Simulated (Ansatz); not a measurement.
# Ba on Cu(110): change of the work function, part 2 of 3

How does Ba on the hollow site change the work function of Cu(110) as the layer fills?

Ansatz 0.2.0; plane-wave DFT, PBE, Ansatz PAW.

So far, work function, upper face (eV): step 2 (the clean slab) 4.43.

## (3) The covered slab, k-mesh 4×4×1, coverage 0.111 ML

System of this step: Ba/Cu(110). The cell holds 37 atoms: 36 Cu and 1 Ba. Its edges and angles: a = 10.830 Å, b = 7.658 Å, c = 24.603 Å, α = 90.0°, β = 90.0°, γ = 90.0°. Vacuum lies along c.

The clean slab as it ended is repeated in the plane and the adsorbate is set on one face; the cell's size fixes the coverage, and the k-mesh shrinks with it to keep the sampling density about even. Adsorbate and upper layers relax, since the dipole depends on the height.

Contents of input.yaml:

```yaml
crystal:
  lattice:
    - [10.83, 0.0, 0.0]
    - [0.0, 7.6579664403, 0.0]
    - [0.0, 0.0, 24.6034484088]
  atoms:
    - { symbol: Cu, position: [0.1666666667, 0.1666666667, 0.3658023806] }
    - { symbol: Cu, position: [0.0, 0.0, 0.4176783502] }
    - { symbol: Cu, position: [0.1666666667, 0.1666666667, 0.4726449495] }
    - { symbol: Cu, position: [0.0, 0.0, 0.5200507094] }
    - { symbol: Cu, position: [0.1666666667, 0.5, 0.3658023806] }
    - { symbol: Cu, position: [0.0, 0.3333333333, 0.4176783502] }
    - { symbol: Cu, position: [0.1666666667, 0.5, 0.4726449495] }
    - { symbol: Cu, position: [0.0, 0.3333333333, 0.5200507094] }
    - { symbol: Cu, position: [0.1666666667, 0.8333333333, 0.3658023806] }
    - { symbol: Cu, position: [0.0, 0.6666666667, 0.4176783502] }
    - { symbol: Cu, position: [0.1666666667, 0.8333333333, 0.4726449495] }
    - { symbol: Cu, position: [0.0, 0.6666666667, 0.5200507094] }
    - { symbol: Cu, position: [0.5, 0.1666666667, 0.3658023806] }
    - { symbol: Cu, position: [0.3333333333, 0.0, 0.4176783502] }
    - { symbol: Cu, position: [0.5, 0.1666666667, 0.4726449495] }
    - { symbol: Cu, position: [0.3333333333, 0.0, 0.5200507094] }
    - { symbol: Cu, position: [0.5, 0.5, 0.3658023806] }
    - { symbol: Cu, position: [0.3333333333, 0.3333333333, 0.4176783502] }
    - { symbol: Cu, position: [0.5, 0.5, 0.4726449495] }
    - { symbol: Cu, position: [0.3333333333, 0.3333333333, 0.5200507094] }
    - { symbol: Cu, position: [0.5, 0.8333333333, 0.3658023806] }
    - { symbol: Cu, position: [0.3333333333, 0.6666666667, 0.4176783502] }
    - { symbol: Cu, position: [0.5, 0.8333333333, 0.4726449495] }
    - { symbol: Cu, position: [0.3333333333, 0.6666666667, 0.5200507094] }
    - { symbol: Cu, position: [0.8333333333, 0.1666666667, 0.3658023806] }
    - { symbol: Cu, position: [0.6666666667, 0.0, 0.4176783502] }
    - { symbol: Cu, position: [0.8333333333, 0.1666666667, 0.4726449495] }
    - { symbol: Cu, position: [0.6666666667, 0.0, 0.5200507094] }
    - { symbol: Cu, position: [0.8333333333, 0.5, 0.3658023806] }
    - { symbol: Cu, position: [0.6666666667, 0.3333333333, 0.4176783502] }
    - { symbol: Cu, position: [0.8333333333, 0.5, 0.4726449495] }
    - { symbol: Cu, position: [0.6666666667, 0.3333333333, 0.5200507094] }
    - { symbol: Cu, position: [0.8333333333, 0.8333333333, 0.3658023806] }
    - { symbol: Cu, position: [0.6666666667, 0.6666666667, 0.4176783502] }
    - { symbol: Cu, position: [0.8333333333, 0.8333333333, 0.4726449495] }
    - { symbol: Cu, position: [0.6666666667, 0.6666666667, 0.5200507094] }
    - { symbol: Ba, position: [0.1666666667, 0.1666666667, 0.6341976194] }
kpoints:
  mp_grid: { grid: [4, 4, 1] }
hamiltonian:
  xc: pbe
scf:
  occupations: { method: fermi_dirac, width: 0.1 }
  convergence: { dr2_threshold: 1.0e-08 }
efield:
  axis: 3
  dipole_correction: true
  ramp_position: 0.97
  ramp_width: 0.06
relax:
  f_tol: 0.02
  max_steps: 60
  constraints:
    - { sites: [0, 1, 4, 5, 8, 9, 12, 13, 16, 17, 20, 21, 24, 25, 28, 29, 32, 33] }
output:
  write_potential: true
  write_density: true
  volumetric_format: npy
```

Run with:

```bash
$ ansatz run input.yaml --threads 4 --pin off --max-ram 16384MiB --backend cpu --events-out ev --progress --plain --runs-dir out
```

Numbers of over 12 decimals in the logs are rounded to 6 here.

What it wrote:

```text
[...]
Crystal: 37 atoms, lattice volume = 2040.506 Å³
Basis set: ecut = 420 eV, 39859 PW (Γ), exchange–correlation on 150×108×360 points (8 copies of the dense FFT grid, shifted against one another)
Bands: 417, of which v1, the nominal top of the filled ones, is band 347 counted from 1 (346 counted from 0)
Symmetry: 4 space group operations
[...]
k-points: 9 of 16
[...]
SCF iter   1: F=—  HF=-244440.218231 eV  |F-HF|=—  |Δ(HF+E_count)|=         —  Δρ=2.92e-3  dr2=1.41e0  ethr=1.77e-3  p=1.052 e·Å  D=9.33e-2 V/Å  ΔV_dip=-2.29 eV  dr2_dipole=2.81e-1  V_vac-E_F(+/−)=2.12/4.41 eV  ⟨swp⟩=11.1  Hψ=19572  notcnv=0  defer=240
[...]
SCF iter  14: F=-244440.152295 eV  HF=-244440.152295 eV  |F-HF|=1.77e-8  |Δ(HF+E_count)|=   1.21e-7  Δρ=5.15e-7  dr2=6.30e-9  ethr=1.44e-12  p=1.056 e·Å  D=9.36e-2 V/Å  ΔV_dip=-2.30 eV  dr2_dipole=1.45e-11  V_vac-E_F(+/−)=2.12/4.43 eV  ⟨swp⟩=8.2  Hψ=25371  notcnv=0
SCF 1 converged in 14 iterations: F = -244440.152295 eV  dr2 = 6.30e-9
[...]
relax step   1: F+E_penalty+E_count = -244440.15229491 eV  Δ(F+E_penalty+E_count) = +0.000e0 eV  max|allowed force component| = 1.515e0 eV/Å  Δτ_max = 0.0000 Å  (14 SCF iters, accepted)
[...]
SCF iter   1: F=—  HF=-244440.448181 eV  |F-HF|=—  |Δ(HF+E_count)|=         —  Δρ=1.14e-3  dr2=7.77e-2  ethr=6.63e-6  p=1.056 e·Å  D=9.36e-2 V/Å  ΔV_dip=-2.30 eV  dr2_dipole=6.30e-3  V_vac-E_F(+/−)=2.14/4.44 eV  ⟨swp⟩=2.6  Hψ=14444  notcnv=0  defer=256
[...]
eigensolver tolerance schedule calibrated: the retry pair's looser diagonalisation under-reported the residual by θ = 0.41 (0.15/decade); ethr = c·dr2/N_el runs at the constant in force after the calibration composes with the one it found (an armed cap, an earlier calibration), c = 4.3e-2
[...]
SCF iter   2: F=—  HF=-244440.445619 eV  |F-HF|=—  |Δ(HF+E_count)|=   2.56e-3  Δρ=1.53e-3  dr2=3.85e-2  ethr=4.80e-6  p=1.056 e·Å  D=9.36e-2 V/Å  ΔV_dip=-2.30 eV  dr2_dipole=4.18e-4  V_vac-E_F(+/−)=2.13/4.44 eV  ⟨swp⟩=2.9  Hψ=6913  notcnv=0  defer=256
[...]
SCF iter  12: F=-244440.440041 eV  HF=-244440.440041 eV  |F-HF|=5.82e-11  |Δ(HF+E_count)|=   9.28e-8  Δρ=5.03e-7  dr2=4.20e-9  ethr=1.00e-12  p=1.063 e·Å  D=9.42e-2 V/Å  ΔV_dip=-2.32 eV  dr2_dipole=7.59e-11  V_vac-E_F(+/−)=2.12/4.44 eV  ⟨swp⟩=8.2  Hψ=24058  notcnv=0
SCF 2 converged in 12 iterations: F = -244440.440041 eV  dr2 = 4.20e-9
relax step   2: F+E_penalty+E_count = -244440.44004144 eV  Δ(F+E_penalty+E_count) = -2.877e-1 eV  max|allowed force component| = 1.288e0 eV/Å  Δτ_max = 0.1960 Å  (12 SCF iters, accepted)
SCF iter   1: F=—  HF=-244440.676970 eV  |F-HF|=—  |Δ(HF+E_count)|=         —  Δρ=1.36e-3  dr2=1.24e-1  ethr=1.14e-4  p=1.063 e·Å  D=9.42e-2 V/Å  ΔV_dip=-2.32 eV  dr2_dipole=1.79e-2  V_vac-E_F(+/−)=2.14/4.45 eV  ⟨swp⟩=7.7  Hψ=11488  notcnv=0  defer=225
[...]
SCF iter  12: F=-244440.664421 eV  HF=-244440.664421 eV  |F-HF|=9.72e-9  |Δ(HF+E_count)|=   1.79e-7  Δρ=5.78e-7  dr2=5.46e-9  ethr=1.44e-12  p=1.025 e·Å  D=9.09e-2 V/Å  ΔV_dip=-2.24 eV  dr2_dipole=8.08e-11  V_vac-E_F(+/−)=2.21/4.45 eV  ⟨swp⟩=8.4  Hψ=25355  notcnv=0
SCF 3 converged in 12 iterations: F = -244440.664421 eV  dr2 = 5.46e-9
relax step   3: F+E_penalty+E_count = -244440.66442090 eV  Δ(F+E_penalty+E_count) = -2.244e-1 eV  max|allowed force component| = 8.218e-1 eV/Å  Δτ_max = 0.1950 Å  (12 SCF iters, accepted)
[...]
relax step   4: F+E_penalty+E_count = -244440.77318389 eV  Δ(F+E_penalty+E_count) = -1.088e-1 eV  max|allowed force component| = 1.661e-1 eV/Å  Δτ_max = 0.1969 Å  (12 SCF iters, accepted)
[...]
relax step   5: F+E_penalty+E_count = -244440.79350102 eV  Δ(F+E_penalty+E_count) = -2.032e-2 eV  max|allowed force component| = 1.592e-1 eV/Å  Δτ_max = 0.1422 Å  (13 SCF iters, accepted)
SCF iter   1: F=—  HF=-244440.813509 eV  |F-HF|=—  |Δ(HF+E_count)|=         —  Δρ=1.37e-3  dr2=2.27e-2  ethr=2.41e-5  p=0.907 e·Å  D=8.05e-2 V/Å  ΔV_dip=-1.98 eV  dr2_dipole=3.76e-4  V_vac-E_F(+/−)=2.47/4.45 eV  ⟨swp⟩=4.4  Hψ=9203  notcnv=0  defer=363
[...]
SCF iter  11: F=-244440.804964 eV  HF=-244440.804963 eV  |F-HF|=1.00e-7  |Δ(HF+E_count)|=   3.16e-7  Δρ=6.54e-7  dr2=8.14e-9  ethr=1.44e-12  p=0.917 e·Å  D=8.13e-2 V/Å  ΔV_dip=-2.00 eV  dr2_dipole=1.84e-10  V_vac-E_F(+/−)=2.45/4.45 eV  ⟨swp⟩=8.1  Hψ=25991  notcnv=0
SCF 6 converged in 11 iterations: F = -244440.804964 eV  dr2 = 8.14e-9
relax step   6: F+E_penalty+E_count = -244440.80496357 eV  Δ(F+E_penalty+E_count) = -1.146e-2 eV  max|allowed force component| = 1.076e-2 eV/Å  Δτ_max = 0.0494 Å  (11 SCF iters, accepted)
NSCF: frozen V_eff on 9 k-points
the band table was solved once a step of the walk had ended and its energy, with any forces and stress, was formed, with the checks that follow a solve (16098 applications of the Hamiltonian). They found nothing against the state; the energy, forces and stress were not computed again (output.eigenvalues in the input reference)
WARN: The output density's exchange-correlation potential varies sharply where the density is thin. Do not read a vacuum level from v_tot or v_xc, or from such a field of the output density. On a cell that repeats whose density bears no net charge and no dipole along the vacuum's axis use v_es (v_loc + v_h of the components); under efield.dipole_correction with no amplitude use v_es + v_field, which holds any externa [...]
SCF converged after 11 iterations
Free energy (F): -244440.804964 eV
[...]
Internal energy: -244440.293892 eV  (E = F + TS)
E sigma→0 (E₀):  -244440.549428 eV
Entropy (-TS):   -0.511071 eV (-13.813 meV/atom)
Fermi energy:    1.049552 eV
Dipole field:    D = 0.081330 V/Å  (p = 0.917122 e·Å, saw-weighted, corrected)
Work function:   Φ+ = 2.4539 eV   Φ− = 4.4549 eV
[...]
--- Forces (eV/Å), atoms counted from 1 ---
  atom   1  Cu     0.00000000     0.00000000     0.41674168
  atom   2  Cu     0.04591625    -0.00760029    -0.42418137
  atom   3  Cu     0.00000000     0.00000000    -0.01076207
  atom   4  Cu    -0.00084463     0.00141312     0.00087421
  atom   5  Cu     0.00000000    -0.00713261     0.48186784
  atom   6  Cu     0.04591625     0.00760029    -0.42418137
  atom   7  Cu     0.00000000     0.00315934     0.00743182
  atom   8  Cu    -0.00084463    -0.00141312     0.00087421
  atom   9  Cu     0.00000000     0.00713261     0.48186784
  atom  10  Cu     0.09501880     0.00000000    -0.27744523
  atom  11  Cu     0.00000000    -0.00315934     0.00743182
  atom  12  Cu    -0.00483676     0.00000000     0.00984208
  atom  13  Cu    -0.01112961     0.00000000     0.38008135
  atom  14  Cu    -0.04591625    -0.00760029    -0.42418137
  atom  15  Cu     0.00776269     0.00000000    -0.00041961
  atom  16  Cu     0.00084463     0.00141312     0.00087421
  atom  17  Cu    -0.01807882     0.00471276     0.38211053
  atom  18  Cu    -0.04591625     0.00760029    -0.42418137
  atom  19  Cu     0.00740129     0.00272026    -0.00211963
  atom  20  Cu     0.00084463    -0.00141312     0.00087421
  atom  21  Cu    -0.01807882    -0.00471276     0.38211053
  atom  22  Cu    -0.09501880     0.00000000    -0.27744523
  atom  23  Cu     0.00740129    -0.00272026    -0.00211963
  atom  24  Cu     0.00483676     0.00000000     0.00984208
  atom  25  Cu     0.01112961     0.00000000     0.38008135
  atom  26  Cu     0.00000000    -0.03413551    -0.47062314
  atom  27  Cu    -0.00776269     0.00000000    -0.00041961
  atom  28  Cu     0.00000000    -0.00158485    -0.00582700
  atom  29  Cu     0.01807882     0.00471276     0.38211053
  atom  30  Cu     0.00000000     0.03413551    -0.47062314
  atom  31  Cu    -0.00740129     0.00272026    -0.00211963
  atom  32  Cu     0.00000000     0.00158485    -0.00582700
  atom  33  Cu     0.01807882    -0.00471276     0.38211053
  atom  34  Cu     0.00000000     0.00000000    -0.48147030
  atom  35  Cu    -0.00740129    -0.00272026    -0.00211963
  atom  36  Cu     0.00000000     0.00000000    -0.00889841
  atom  37  Ba     0.00000000     0.00000000     0.00779337
  max |Σ_I F_I| component: 4.45e-5 eV/Å
--- Band table (eV; the first three rows and the last of 9) ---
  k-point 0: bands = [... 343 lower, 0.2048, 0.2085, 0.9245, 0.9789, 1.0649, 1.0777, 1.1069, 1.1105, ... 66 higher]
  k-point 1: bands = [... 343 lower, 0.3820, 0.4674, 0.4840, 0.6727, 1.2381, 1.3381, 1.4219, 1.6776, ... 66 higher]
  k-point 2: bands = [... 343 lower, 0.9984, 1.0290, 1.0684, 1.1069, 1.1276, 1.3810, 1.4146, 1.4424, ... 66 higher]
  k-point 8: bands = [... 343 lower, 0.9746, 1.0043, 1.1117, 1.1716, 1.1876, 1.1878, 1.2140, 1.2179, ... 66 higher]
--- Relaxed structure (6 steps of the walk, 6 accepted, 0 SCFs on fresh bases) ---
  F+E_penalty+E_count = -244440.80496357 eV   max|allowed force component| = 1.076e-2 eV/Å
  atoms:
    - { symbol: Cu, position: [0.166667, 0.166667, 0.365802] }
    - { symbol: Cu, position: [1.6666659794015235e-11, 1.6666659794015235e-11, 0.4176783502] }
    - { symbol: Cu, position: [0.166667, 0.166667, 0.473936] }
    - { symbol: Cu, position: [-0.00765064, -0.000158828, 0.519832] }
    - { symbol: Cu, position: [0.166667, 0.500000, 0.365802] }
    - { symbol: Cu, position: [1.6666659794015235e-11, 0.333333, 0.4176783502] }
    - { symbol: Cu, position: [0.166667, 0.498656, 0.475405] }
    - { symbol: Cu, position: [-0.00765064, 0.333492, 0.519832] }
    - { symbol: Cu, position: [0.166667, 0.833333, 0.365802] }
    - { symbol: Cu, position: [1.6666659794015235e-11, 0.666667, 0.4176783502] }
    - { symbol: Cu, position: [0.166667, 0.834677, 0.475405] }
    - { symbol: Cu, position: [-0.00229862, 0.666667, 0.521447] }
    - { symbol: Cu, position: [0.500000, 0.166667, 0.365802] }
    - { symbol: Cu, position: [0.333333, 1.6666659794015235e-11, 0.4176783502] }
    - { symbol: Cu, position: [0.502988, 0.166667, 0.471668] }
    - { symbol: Cu, position: [0.340984, -0.000158828, 0.519832] }
    - { symbol: Cu, position: [0.500000, 0.500000, 0.365802] }
    - { symbol: Cu, position: [0.333333, 0.333333, 0.4176783502] }
    - { symbol: Cu, position: [0.501786, 0.501560, 0.472012] }
    - { symbol: Cu, position: [0.340984, 0.333492, 0.519832] }
    - { symbol: Cu, position: [0.500000, 0.833333, 0.365802] }
    - { symbol: Cu, position: [0.333333, 0.666667, 0.4176783502] }
    - { symbol: Cu, position: [0.501786, 0.831774, 0.472012] }
    - { symbol: Cu, position: [0.335632, 0.666667, 0.521447] }
    - { symbol: Cu, position: [0.833333, 0.166667, 0.365802] }
    - { symbol: Cu, position: [0.666667, 1.6666659794015235e-11, 0.4176783502] }
    - { symbol: Cu, position: [0.830345, 0.166667, 0.471668] }
    - { symbol: Cu, position: [0.666667, -0.000603439, 0.520494] }
    - { symbol: Cu, position: [0.833333, 0.500000, 0.365802] }
    - { symbol: Cu, position: [0.666667, 0.333333, 0.4176783502] }
    - { symbol: Cu, position: [0.831548, 0.501560, 0.472012] }
    - { symbol: Cu, position: [0.666667, 0.333937, 0.520494] }
    - { symbol: Cu, position: [0.833333, 0.833333, 0.365802] }
    - { symbol: Cu, position: [0.666667, 0.666667, 0.4176783502] }
    - { symbol: Cu, position: [0.831548, 0.831774, 0.472012] }
    - { symbol: Cu, position: [0.666667, 0.666667, 0.520811] }
    - { symbol: Ba, position: [0.166667, 0.166667, 0.605932] }
```

It took 27 min on 4 threads of Intel Xeon Platinum 8488C (Sapphire Rapids), shared host; peak memory 9.7 GiB; 1.8 h of CPU time.

Relaxation path:

```tsv
step	energy less that of the first step (eV)	largest force component (eV/Å)
1	0.0000	1.5148
2	-0.2877	1.2882
3	-0.5121	0.8218
4	-0.6209	0.1661
5	-0.6412	0.1592
6	-0.6527	0.0108
```

Forces are held to the 4 operations that the run works with; a distortion that breaks them can't arise in this run.

The atoms that moved most (Å):

```tsv
atom	dx	dy	dz	length
Ba37	0.000	0.000	-0.695	0.695
Cu16	0.083	-0.001	-0.005	0.083
Cu20	0.083	0.001	-0.005	0.083
Cu8	-0.083	0.001	-0.005	0.083
Cu4	-0.083	-0.001	-0.005	0.083
Cu7	0.000	-0.010	0.068	0.069
Cu11	0.000	0.010	0.068	0.069
Cu12	-0.025	0.000	0.034	0.042
```

Final coordinates:

```
Cu Ba
1.0
    10.83000    0.00000    0.00000
     0.00000    7.65797    0.00000
     0.00000    0.00000   24.60345
Cu Ba
36 1
Cartesian
  1.8050 1.2763 9.0000
  0.0000 0.0000 10.2763
  1.8050 1.2763 11.6605
  -0.0829 -0.0012 12.7897
  1.8050 3.8290 9.0000
  0.0000 2.5527 10.2763
  1.8050 3.8187 11.6966
  -0.0829 2.5539 12.7897
  1.8050 6.3816 9.0000
  0.0000 5.1053 10.2763
  1.8050 6.3919 11.6966
  -0.0249 5.1053 12.8294
  5.4150 1.2763 9.0000
  3.6100 0.0000 10.2763
  5.4474 1.2763 11.6046
  3.6929 -0.0012 12.7897
  5.4150 3.8290 9.0000
  3.6100 2.5527 10.2763
  5.4343 3.8409 11.6131
  3.6929 2.5539 12.7897
  5.4150 6.3816 9.0000
  3.6100 5.1053 10.2763
  5.4343 6.3697 11.6131
  3.6349 5.1053 12.8294
  9.0250 1.2763 9.0000
  7.2200 0.0000 10.2763
  8.9926 1.2763 11.6046
  7.2200 -0.0046 12.8060
  9.0250 3.8290 9.0000
  7.2200 2.5527 10.2763
  9.0057 3.8409 11.6131
  7.2200 2.5573 12.8060
  9.0250 6.3816 9.0000
  7.2200 5.1053 10.2763
  9.0057 6.3697 11.6131
  7.2200 5.1053 12.8137
  1.8050 1.2763 14.9080
```

Numbers from this step:

- energy at zero smearing: -244440.5494 eV
- work function, upper face: 2.454 eV
- work function, lower face: 4.455 eV
- dipole along the normal: 0.9171 e·Å
- step between the vacuum levels: -2.001 eV

Running mean over 1.276 Å of the planar mean; the ramp of the sawtooth is left out. The electron's electrostatic potential energy less the Fermi level by z:

```tsv
z (Å)	electron's electrostatic potential energy less the Fermi level (eV)
4	4.45
5	4.45
6	4.43
7	4.20
8	0.990
9	-7.49
10	-8.62
11	-8.11
12	-9.64
13	-6.88
14	0.995
15	1.23
16	1.93
17	2.39
18	2.44
19	2.45
20	2.45
21	2.45
```

The relaxation took 6 steps and lowered the energy by 0.65 eV; the largest force on the free atoms ends at 0.011 eV/Å.

The covered face has 2.45 eV, -1.98 eV against the clean one; the bare back face has moved by +0.03 eV, a measure of how thin the slab is.

(Part 2 of 3 ends here.)

[Logs are printed without paths, hosts, clocks, repeated set-up lines and the standing remarks that a program may print on its own settings, such as how far it seeks lower states.]

[Hosts, paths, dates, database ids (printed as entryN), source tags and the programs' standing remarks are cut or masked in the printed files.]

[Maps of the electrostatic potential energy from Ansatz leave out the sawtooth potential of an applied field or a dipole correction, so their vacuum need not be flat; planar profiles and work functions include it.]
